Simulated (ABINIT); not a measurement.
## CdH2 (P-3m1): modes at Γ and the response to a field

Which modes does CdH2 (P-3m1) have at the zone centre?

Calculated with ABINIT 10.8.3; DFT PBE, scalar-relativistic, plane waves, PseudoDojo norm-conserving pseudopotentials.

The structure was built from a prototype and need not be the compound's stable phase.

## Step 1: The starting structure

The structure is trigonal, space group P-3m1 (No. 164). The conventional cell has a = 3.407 Å, b = 3.407 Å, c = 5.520 Å, α = 90.00°, β = 90.00°, γ = 120.00°. Nearest to Cd lie 6 H at 2.40 Å. Nearest to H lie 3 Cd at 2.40 Å. Farther neighbours are not listed.

As a file:

```cif
data_structure
_symmetry_space_group_name_H-M 'P-3m1'
_symmetry_Int_Tables_number 164
_cell_length_a 3.4075
_cell_length_b 3.4075
_cell_length_c 5.5202
_cell_angle_alpha 90.000
_cell_angle_beta 90.000
_cell_angle_gamma 120.000
_cell_volume 55.51
loop_
_atom_site_label
_atom_site_type_symbol
_atom_site_symmetry_multiplicity
_atom_site_Wyckoff_symbol
_atom_site_fract_x
_atom_site_fract_y
_atom_site_fract_z
_atom_site_occupancy
Cd1 Cd 1 a 0.00000 0.00000 0.00000 1
H1 H 2 d 0.33333 0.66667 0.25000 1
```

## Step 2: A probe with smearing

A first run with smearing and empty bands tells whether the crystal has a gap, which decides between fixed occupations and smearing later on.

The input, probe.abi:

```
# ground state
tolvrs 1.0d-08
prtden 1
prtwf 1

# basis, mesh and filling
ecut 47.0
ngkpt 6 6 4
nshiftk 1
shiftk 0.0 0.0 0.0
istwfk *1
occopt 7
tsmear 0.005
nband 18
nstep 100
diemac 9.0
prtebands 0
prtgsr 0
useylm 1

# cell and atoms
acell 6.439240064 6.439240064 10.43157167
rprim 
    1.0 0.0 0.0
    -0.5 0.8660254038 0.0
    0.0 0.0 1.0
ntypat 2
znucl 48 1
natom 3
typat 1 2 2
xred 
    0.0 0.0 0.0
    1/3 2/3 0.25
    2/3 1/3 0.75
pp_dirpath "./pseudo"
pseudos "Cd.upf, H.upf"
```

Launch:

```bash
> OMP_NUM_THREADS=1 mpirun -n 4 abinit probe.abi > probe.log
```

Numbers of over 12 decimals in the logs are rounded to 6 here.

probe.abo, the main output file:

```text
[banners, grids, parts of the stress and lines that vanish by symmetry left out]
- input  file    -> probe.abi
- output file    -> probe.abo
- root for input  files -> probei
[...]
Symmetries : space group P-3 m 1 (#164); Bravais hP (primitive hexag.)
[...]
mpw =        5788          nfft =      115200          nkpt =          24
[...]
== DATASET  1 ==================================================================
[...]
cutoff_energies: {ecut:  47.0, pawecutdg:  -1.0, }
[...]
ETOT  1  -175.36014688742    -1.754E+02 2.221E+00 2.157E+03
 ETOT  2  -176.14561380620    -7.855E-01 7.425E-02 2.299E+03
 ETOT  3  -176.41585948814    -2.702E-01 6.014E-03 1.363E+02
 ETOT  4  -176.42661826466    -1.076E-02 9.610E-04 2.057E+01
 ETOT  5  -176.42865130064    -2.033E-03 1.033E-04 1.146E+00
[...]
ETOT 10  -176.42878804019    -4.899E-10 4.933E-05 3.751E-08
 ETOT 11  -176.42878804020    -1.148E-11 7.225E-05 1.397E-09
 At SCF step   11       vres2   =  1.40E-09 < tolvrs=  1.00E-08 =>converged.
[...]
sigma(1 1)=  3.02390683E-04  sigma(3 2)=  0.00000000E+00
  sigma(2 2)=  3.02390683E-04  sigma(3 1)=  0.00000000E+00
  sigma(3 3)=  3.13970988E-04  sigma(2 1)=  0.00000000E+00
[...]
convergence: {deltae: -1.148E-11, res2:  1.397E-09, residm:  7.225E-05, diffor: null, }
etotal    :  -1.76428788E+02
[...]
sigma(1 1)=  3.02390683E-04  sigma(3 2)=  0.00000000E+00
  sigma(2 2)=  3.02390683E-04  sigma(3 1)=  0.00000000E+00
  sigma(3 3)=  3.13970988E-04  sigma(2 1)=  0.00000000E+00
[...]
- sigma(1 1)=  8.89664106E+00  sigma(3 2)=  0.00000000E+00
- sigma(2 2)=  8.89664105E+00  sigma(3 1)=  0.00000000E+00
- sigma(3 3)=  9.23734539E+00  sigma(2 1)=  0.00000000E+00
[...]
fcart     -0.0000000000E+00  6.4380244830E-29 -0.0000000000E+00
           strten      3.0239068323E-04  3.0239068309E-04  3.1397098813E-04
================================================================================

[key lines of the parts left out:]
pressure_GPa:  -9.0102E+00
```

Run time: 23 s. Hardware: 4 MPI ranks of Arm Neoverse V1, shared host; 91 s of CPU time.

Numbers from this step:

| Quantity | Value |
| --- | --- |
| volume per atom | 18.50 Å³ |
| pressure | -9.010 GPa |
| gap on the k-mesh | 1.458 eV |

A gap of 1.5 eV opens on this mesh, so the crystal is taken as an insulator; the printed pressure holds the stress of the finite basis too.

## Step 3: Rough relaxation

The typed start is rough, so a first relaxation with smearing and loose thresholds takes it towards rest cheaply.

The input, prerelax.abi:

```
# relaxation
ionmov 2
optcell 2
dilatmx 1.15
chkdilatmx 0
ntime 40
tolmxf 3.0d-04
tolvrs 1.0d-10
prtwf 0
prtden 0
chksymtnons 0

# basis, mesh and filling
ecut 46.0
ecutsm 3.0
ngkpt 6 6 4
nshiftk 1
shiftk 0.0 0.0 0.0
istwfk *1
occopt 7
tsmear 0.005
nband 18
nstep 100
diemac 9.0
prtebands 0
prtgsr 0
useylm 1

# cell and atoms
acell 6.439240064 6.439240064 10.43157167
rprim 
    1.0 0.0 0.0
    -0.5 0.8660254038 0.0
    0.0 0.0 1.0
ntypat 2
znucl 48 1
natom 3
typat 1 2 2
xred 
    0.0 0.0 0.0
    1/3 2/3 0.25
    2/3 1/3 0.75
pp_dirpath "./pseudo"
pseudos "Cd.upf, H.upf"
```

Launch:

```bash
> OMP_NUM_THREADS=1 mpirun -n 4 abinit prerelax.abi > prerelax.log
```

prerelax.abo, the main output file:

```text
[banners, grids, parts of the stress and lines that vanish by symmetry left out]
- input  file    -> prerelax.abi
- output file    -> prerelax.abo
- root for input  files -> prerelaxi
[...]
Symmetries : space group P-3 m 1 (#164); Bravais hP (primitive hexag.)
[...]
mpw =        8569          nfft =      172800          nkpt =          24
[...]
== DATASET  1 ==================================================================
[...]
cutoff_energies: {ecut:  46.0, pawecutdg:  -1.0, }
[...]
ETOT  1  -175.22617353411    -1.752E+02 2.132E+00 3.877E+03
 ETOT  2  -176.05114367472    -8.250E-01 1.814E-02 4.656E+03
 ETOT  3  -176.40842374076    -3.573E-01 6.223E-03 2.989E+02
 ETOT  4  -176.42516612374    -1.674E-02 1.249E-03 4.445E+01
 ETOT  5  -176.42822345080    -3.057E-03 3.016E-04 2.809E-01
[...]
At SCF step   13       vres2   =  1.82E-12 < tolvrs=  1.00E-10 =>converged.
[...]
ETOT  9  -176.45491572838     6.111E-12 7.249E-08 5.223E-11
 At SCF step    9       vres2   =  5.22E-11 < tolvrs=  1.00E-10 =>converged.
[...]
sigma(1 1)=  1.45118794E-06  sigma(3 2)=  0.00000000E+00
  sigma(2 2)=  1.45118776E-06  sigma(3 1)=  0.00000000E+00
  sigma(3 3)=  1.34724270E-06  sigma(2 1)=  0.00000000E+00
[...]
convergence: {deltae:  6.111E-12, res2:  5.223E-11, residm:  7.249E-08, diffor: null, }
etotal    :  -1.76454916E+02
[...]
At Broyd/MD step  19, gradients are converged :
[...]
sigma(1 1)=  1.45118794E-06  sigma(3 2)=  0.00000000E+00
  sigma(2 2)=  1.45118776E-06  sigma(3 1)=  0.00000000E+00
  sigma(3 3)=  1.34724270E-06  sigma(2 1)=  0.00000000E+00
[...]
- sigma(1 1)=  4.26954232E-02  sigma(3 2)=  0.00000000E+00
- sigma(2 2)=  4.26954179E-02  sigma(3 1)=  0.00000000E+00
- sigma(3 3)=  3.96372486E-02  sigma(2 1)=  0.00000000E+00
[...]
fcart     -8.9797135407E-29 -5.1844400299E-29 -0.0000000000E+00
           strten      1.4511879392E-06  1.4511877575E-06  1.3472426975E-06
================================================================================

[key lines of the parts left out:]
pressure_GPa:  -4.1676E-02
Total energy (etotal) [Ha]= -1.76454915728376E+02
```

It took 9 min on 4 MPI ranks.

The steps of the relaxation:

```
step  energy less that of the first step (eV)  largest force (eV/Å)  volume (Å³)
   1                                   0.0000                1.1116        55.51
   2                                  -0.1030                1.0670        54.04
   3                                  -0.2519                0.8789        33.50
   4                                  -0.6382                0.5218        44.13
   5                                  -0.6861                0.2976        41.72
   6                                  -0.6927                0.1866        40.78
   7                                  -0.6962                0.1563        40.65
   8                                  -0.7156                0.0139        40.49
   9                                  -0.7201                0.0014        40.85
  10                                  -0.7207                0.0135        41.13
  11                                  -0.7208                0.0216        41.21
  12                                  -0.7208                0.0265        41.26
  13                                  -0.7209                0.0344        41.36
  14                                  -0.7211                0.0457        41.58
  15                                  -0.7216                0.0606        42.08
  16                                  -0.7224                0.0740        43.13
  17                                  -0.7241                0.0651        45.09
  18                                  -0.7257                0.0069        47.84
  19                                  -0.7257                0.0040        47.78
```

```
conventional cell, symmetrised  before  after   change
                         a (Å)   3.407  3.174   -6.9 %
                         b (Å)   3.407  3.174   -6.9 %
                         c (Å)   5.520  5.478   -0.8 %
              volume (Å³/atom)   18.50  15.93  -13.9 %
```

The atoms that moved most (Å, as changes of fractional coordinates times the final cell):

```
atom     dx     dy      dz  length
  H3  0.000  0.000   0.355   0.355
  H2  0.000  0.000  -0.355   0.355
```

Final coordinates:

```xyz
3
Lattice="3.1736 0.0000 0.0000 -1.5868 2.7484 0.0000 0.0000 0.0000 5.4776" Properties=species:S:1:pos:R:3 pbc="T T T"
Cd    0.0000    0.0000    0.0000
H     0.0000    1.8323    1.0145
H     1.5868    0.9161    4.4631
```

Read from the output:

```yaml
volume_per_atom: 15.93 Å³
pressure: -0.04168 GPa
gap_on_the_k_mesh: 1.946 eV
```

The volume changes by -13.9 % in this run and stands -13.9 % from the first cell.

## Step 4: Rough relaxation

The cell changed much, so the rough relaxation is repeated on a basis made for the new cell.

prerelax.abi, as its differences from that of step 3:

```diff
@@ -29,3 +29,3 @@
 # cell and atoms
-acell 6.439240064 6.439240064 10.43157167
+acell 5.997173988 5.997173988 10.35124271
 rprim 
@@ -40,4 +40,4 @@
     0.0 0.0 0.0
-    1/3 2/3 0.25
-    2/3 1/3 0.75
+    1/3 2/3 0.1852134155
+    2/3 1/3 0.8147865845
 pp_dirpath "./pseudo"
```

prerelax.abo, the main output file:

```text
[banners, grids, parts of the stress and lines that vanish by symmetry left out]
- input  file    -> prerelax.abi
- output file    -> prerelax.abo
- root for input  files -> prerelaxi
[...]
Symmetries : space group P-3 m 1 (#164); Bravais hP (primitive hexag.)
[...]
mpw =        7345          nfft =      151875          nkpt =          24
[...]
== DATASET  1 ==================================================================
[...]
cutoff_energies: {ecut:  46.0, pawecutdg:  -1.0, }
[...]
ETOT  1  -175.53045912702    -1.755E+02 2.827E+00 1.657E+03
 ETOT  2  -176.26251722975    -7.321E-01 2.755E-02 2.069E+03
 ETOT  3  -176.44588338720    -1.834E-01 2.987E-03 1.475E+02
 ETOT  4  -176.45251974213    -6.636E-03 3.955E-03 3.622E+01
 ETOT  5  -176.45488601759    -2.366E-03 1.069E-03 3.380E-01
[...]
ETOT 11  -176.45491579848     3.496E-12 1.045E-05 8.721E-10
 ETOT 12  -176.45491579848    -3.638E-12 8.023E-06 8.481E-12
 At SCF step   12       vres2   =  8.48E-12 < tolvrs=  1.00E-10 =>converged.
[...]
sigma(1 1)=  1.45048308E-06  sigma(3 2)=  0.00000000E+00
  sigma(2 2)=  1.45048290E-06  sigma(3 1)=  0.00000000E+00
  sigma(3 3)=  1.34800630E-06  sigma(2 1)=  0.00000000E+00
[...]
convergence: {deltae: -3.638E-12, res2:  8.481E-12, residm:  8.023E-06, diffor: null, }
etotal    :  -1.76454916E+02
[...]
At Broyd/MD step   1, gradients are converged :
[...]
sigma(1 1)=  1.45048308E-06  sigma(3 2)=  0.00000000E+00
  sigma(2 2)=  1.45048290E-06  sigma(3 1)=  0.00000000E+00
  sigma(3 3)=  1.34800630E-06  sigma(2 1)=  0.00000000E+00
[...]
- sigma(1 1)=  4.26746856E-02  sigma(3 2)=  0.00000000E+00
- sigma(2 2)=  4.26746802E-02  sigma(3 1)=  0.00000000E+00
- sigma(3 3)=  3.96597147E-02  sigma(2 1)=  0.00000000E+00
[...]
fcart      8.9797135402E-29 -1.7281466765E-29 -0.0000000000E+00
           strten      1.4504830811E-06  1.4504828993E-06  1.3480063036E-06
================================================================================

[key lines of the parts left out:]
pressure_GPa:  -4.1670E-02
Total energy (etotal) [Ha]= -1.76454915798481E+02
```

The job ended after 34 s (4 MPI ranks).

Little changed from the start: no atom moved by 0.005 Å and no cell edge by 0.1 %.

This step gave:

```
pressure : -0.04167 GPa
```

The volume changes by +0.0 % in this run and stands -13.9 % from the first cell.

## Step 5: Relaxing the cell and atoms

The harmonic expansion needs vanishing forces, and a free crystal bears no stress, so cell and atoms are brought to rest. Stress is more sensitive to the basis than forces are: the last 3 Ha under the cutoff are smoothed with ecutsm, and the cutoff is raised above that of the later runs.

The input, relax.abi:

```
# relaxation
ionmov 2
optcell 2
dilatmx 1.08
ntime 40
tolmxf 1.0d-05
tolvrs 1.0d-14
prtwf 0
prtden 0
chksymtnons 0

# basis, mesh and filling
ecut 57.0
ecutsm 3.0
ngkpt 9 9 4
nshiftk 1
shiftk 0.0 0.0 0.0
istwfk *1
occopt 1
nband 11
nstep 100
diemac 9.0
prtebands 0
prtgsr 0
useylm 1

# cell and atoms
acell 5.997173988 5.997173988 10.35124271
rprim 
    1.0 0.0 0.0
    -0.5 0.8660254038 0.0
    0.0 0.0 1.0
ntypat 2
znucl 48 1
natom 3
typat 1 2 2
xred 
    0.0 0.0 0.0
    1/3 2/3 0.1852134155
    2/3 1/3 0.8147865845
pp_dirpath "./pseudo"
pseudos "Cd.upf, H.upf"
```

Launch:

```bash
> OMP_NUM_THREADS=1 mpirun -n 4 abinit relax.abi > relax.log
```

relax.abo, the main output file:

```text
[banners, grids, parts of the stress and lines that vanish by symmetry left out]
- input  file    -> relax.abi
- output file    -> relax.abo
- root for input  files -> relaxi
[...]
Symmetries : space group P-3 m 1 (#164); Bravais hP (primitive hexag.)
[...]
mpw =        8391          nfft =      184320          nkpt =          43
[...]
== DATASET  1 ==================================================================
[...]
cutoff_energies: {ecut:  57.0, pawecutdg:  -1.0, }
[...]
ETOT  1  -168.59909395031    -1.686E+02 2.702E+00 7.433E+04
 ETOT  2  -172.36247500618    -3.763E+00 1.795E+00 7.468E+04
 ETOT  3  -175.72326089171    -3.361E+00 2.491E-01 1.754E+04
 ETOT  4  -176.16860620339    -4.453E-01 1.099E-01 7.228E+03
 ETOT  5  -176.29150419285    -1.229E-01 1.386E-01 4.354E+03
[...]
At SCF step   25       vres2   =  2.75E-15 < tolvrs=  1.00E-14 =>converged.
[...]
sigma(1 1)=  2.39533411E-06  sigma(3 2)=  0.00000000E+00
  sigma(2 2)=  2.39533393E-06  sigma(3 1)=  0.00000000E+00
  sigma(3 3)=  1.14606263E-07  sigma(2 1)=  0.00000000E+00
[...]
convergence: {deltae:  2.024E-11, res2:  2.746E-15, residm:  4.200E-18, diffor: null, }
etotal    :  -1.76455842E+02
[...]
ETOT  1  -176.45583866092    -1.765E+02 2.453E-01 1.142E-01
[...]
At SCF step   11       vres2   =  7.12E-15 < tolvrs=  1.00E-14 =>converged.
[...]
sigma(1 1)=  2.06941602E-06  sigma(3 2)=  0.00000000E+00
  sigma(2 2)=  2.06941583E-06  sigma(3 1)=  0.00000000E+00
  sigma(3 3)=  2.70301762E-08  sigma(2 1)=  0.00000000E+00
[...]
convergence: {deltae: -3.268E-12, res2:  7.118E-15, residm:  1.219E-17, diffor: null, }
etotal    :  -1.76455842E+02
[...]
ETOT  1  -176.45571444096    -1.765E+02 4.814E-02 4.867E+00
[...]
At SCF step   13       vres2   =  2.13E-15 < tolvrs=  1.00E-14 =>converged.
[...]
sigma(1 1)= -6.34814628E-08  sigma(3 2)=  0.00000000E+00
  sigma(2 2)= -6.34816449E-08  sigma(3 1)=  0.00000000E+00
  sigma(3 3)= -5.10049617E-07  sigma(2 1)=  0.00000000E+00
[...]
convergence: {deltae: -2.018E-12, res2:  2.131E-15, residm:  5.012E-18, diffor: null, }
etotal    :  -1.76455842E+02
[...]
ETOT  1  -176.45584196128    -1.765E+02 4.666E-09 2.101E-03
[...]
At SCF step   10       vres2   =  2.92E-15 < tolvrs=  1.00E-14 =>converged.
[...]
sigma(1 1)= -1.04338769E-07  sigma(3 2)=  0.00000000E+00
  sigma(2 2)= -1.04338951E-07  sigma(3 1)=  0.00000000E+00
  sigma(3 3)= -4.84847283E-07  sigma(2 1)=  0.00000000E+00
[...]
convergence: {deltae:  9.948E-12, res2:  2.920E-15, residm:  9.543E-18, diffor: null, }
etotal    :  -1.76455842E+02
[...]
ETOT  1  -176.45584082958    -1.765E+02 6.083E-07 4.813E-02
[...]
sigma(1 1)= -2.16872602E-07  sigma(3 2)=  0.00000000E+00
  sigma(2 2)= -2.16872784E-07  sigma(3 1)=  0.00000000E+00
[...]
convergence: {deltae: -2.757E-12, res2:  9.285E-15, residm:  1.607E-17, diffor: null, }
etotal    :  -1.76455842E+02
[...]
ETOT  1  -176.45584168063    -1.765E+02 1.948E-09 1.864E-02
[...]
convergence: {deltae: -3.439E-12, res2:  2.427E-15, residm:  1.863E-18, diffor: null, }
etotal    :  -1.76455842E+02
[...]
ETOT  1  -176.45584207089    -1.765E+02 3.800E-10 3.712E-03
[...]
convergence: {deltae:  2.291E-11, res2:  8.262E-15, residm:  2.942E-17, diffor: null, }
etotal    :  -1.76455842E+02
[...]
ETOT  1  -176.45584212809    -1.765E+02 1.280E-01 1.681E-03
[...]
convergence: {deltae:  1.447E-11, res2:  8.374E-15, residm:  1.378E-17, diffor: null, }
etotal    :  -1.76455842E+02
[...]
ETOT  1  -176.45584204125    -1.765E+02 9.683E-09 2.143E-03
[...]
convergence: {deltae:  2.547E-11, res2:  1.154E-15, residm:  2.496E-18, diffor: null, }
etotal    :  -1.76455842E+02
[...]
ETOT  1  -176.45583895350    -1.765E+02 9.454E-06 7.999E-02
[...]
convergence: {deltae: -1.137E-13, res2:  6.260E-15, residm:  4.814E-17, diffor: null, }
etotal    :  -1.76455842E+02
[...]
ETOT  1  -176.45580327209    -1.765E+02 3.828E-05 1.084E+00
[...]
convergence: {deltae:  4.729E-11, res2:  5.017E-15, residm:  2.491E-17, diffor: null, }
etotal    :  -1.76455842E+02
[...]
ETOT  1  -176.45555141282    -1.765E+02 1.097E-03 8.490E+00
[...]
convergence: {deltae: -7.248E-12, res2:  3.201E-15, residm:  3.518E-17, diffor: null, }
etotal    :  -1.76455842E+02
[...]
ETOT  1  -176.45447484678    -1.765E+02 2.231E+04 4.097E+01
[...]
convergence: {deltae: -8.043E-12, res2:  4.263E-15, residm:  8.010E-18, diffor: null, }
etotal    :  -1.76455843E+02
[...]
ETOT  1  -176.45335229914    -1.765E+02 1.155E+02 7.599E+01
[...]
convergence: {deltae: -2.984E-12, res2:  8.475E-15, residm:  1.505E-17, diffor: null, }
etotal    :  -1.76455843E+02
[...]
ETOT  1  -176.45507325470    -1.765E+02 1.603E+01 2.405E+01
[...]
At SCF step   13       vres2   =  6.22E-15 < tolvrs=  1.00E-14 =>converged.
[...]
sigma(2 2)=  6.60893817E-07  sigma(3 1)=  0.00000000E+00
  sigma(3 3)=  2.60722740E-07  sigma(2 1)=  0.00000000E+00
[...]
convergence: {deltae: -1.597E-11, res2:  6.221E-15, residm:  1.096E-16, diffor: null, }
etotal    :  -1.76455843E+02
[...]
ETOT  1  -176.45584243633    -1.765E+02 4.155E-05 2.555E-02
[...]
ETOT 10  -176.45584311851     1.455E-11 1.196E-16 7.657E-14
 ETOT 11  -176.45584311852    -4.604E-12 6.054E-17 4.786E-15
 At SCF step   11       vres2   =  4.79E-15 < tolvrs=  1.00E-14 =>converged.
[...]
sigma(1 1)=  9.42568435E-08  sigma(3 2)=  0.00000000E+00
  sigma(2 2)=  9.42566562E-08  sigma(3 1)=  0.00000000E+00
  sigma(3 3)=  4.41778850E-08  sigma(2 1)=  0.00000000E+00
[...]
convergence: {deltae: -4.604E-12, res2:  4.786E-15, residm:  6.054E-17, diffor: null, }
etotal    :  -1.76455843E+02
[...]
At Broyd/MD step  16, gradients are converged :
[...]
sigma(1 1)=  9.42568435E-08  sigma(3 2)=  0.00000000E+00
  sigma(2 2)=  9.42566562E-08  sigma(3 1)=  0.00000000E+00
  sigma(3 3)=  4.41778850E-08  sigma(2 1)=  0.00000000E+00
[...]
- sigma(1 1)=  2.77313208E-03  sigma(3 2)=  0.00000000E+00
- sigma(2 2)=  2.77312657E-03  sigma(3 1)=  0.00000000E+00
- sigma(3 3)=  1.29975825E-03  sigma(2 1)=  0.00000000E+00
[...]
fcart     -2.9954456592E-29 -8.6471067883E-29 -0.0000000000E+00
           strten      9.4256843505E-08  9.4256656221E-08  4.4177884963E-08
================================================================================

[key lines of the parts left out:]
pressure_GPa:  -2.2820E-03
Total energy (etotal) [Ha]= -1.76455843118518E+02
```

It took 9.3 min on 4 MPI ranks; 37 min of CPU time.

The steps of the relaxation:

```
step  energy less that of the first step (eV)  largest force (eV/Å)  volume (Å³)
   1                                   0.0000                0.0011        47.78
   2                                   0.0000                0.0015        47.77
   3                                   0.0000                0.0039        47.72
   4                                   0.0000                0.0038        47.72
   5                                   0.0000                0.0010        47.72
   6                                   0.0000                0.0005        47.72
   7                                   0.0000                0.0004        47.72
   8                                   0.0000                0.0002        47.72
   9                                   0.0000                0.0001        47.72
  10                                   0.0000                0.0006        47.71
  11                                   0.0000                0.0013        47.68
  12                                   0.0000                0.0022        47.60
  13                                   0.0000                0.0029        47.42
  14                                   0.0000                0.0025        47.19
  15                                   0.0000                0.0012        47.06
  16                                   0.0000                0.0002        47.06
```

```
conventional cell, symmetrised  before  after  change
                         a (Å)   3.174  3.171  -0.1 %
                         b (Å)   3.174  3.171  -0.1 %
                         c (Å)   5.478  5.403  -1.4 %
              volume (Å³/atom)   15.93  15.69  -1.5 %
```

The atoms that moved most (Å, as changes of fractional coordinates times the final cell):

```
atom     dx     dy      dz  length
  H2  0.000  0.000   0.015   0.015
  H3  0.000  0.000  -0.015   0.015
```

Final coordinates:

```xyz
3
Lattice="3.1712 0.0000 0.0000 -1.5856 2.7464 0.0000 0.0000 0.0000 5.4032" Properties=species:S:1:pos:R:3 pbc="T T T"
Cd    0.0000    0.0000    0.0000
H     0.0000    1.8309    1.0161
H     1.5856    0.9155    4.3871
```

Read from the output:

```yaml
volume_per_atom: 15.69 Å³
pressure: -0.002282 GPa
```

The volume changes by -1.5 % in this run and stands -15.2 % from the first cell.

(Part 1 of 3 ends here.)

[Host names and launcher messages were left out of these logs when they were recorded.]

[Logs are printed without paths, hosts, clocks, repeated set-up lines and the standing remarks that a program may print on its own settings, such as how far it seeks lower states.]

[Hosts, paths, dates, database ids (printed as entryN), source tags and the programs' standing remarks are cut or masked in the printed files.]
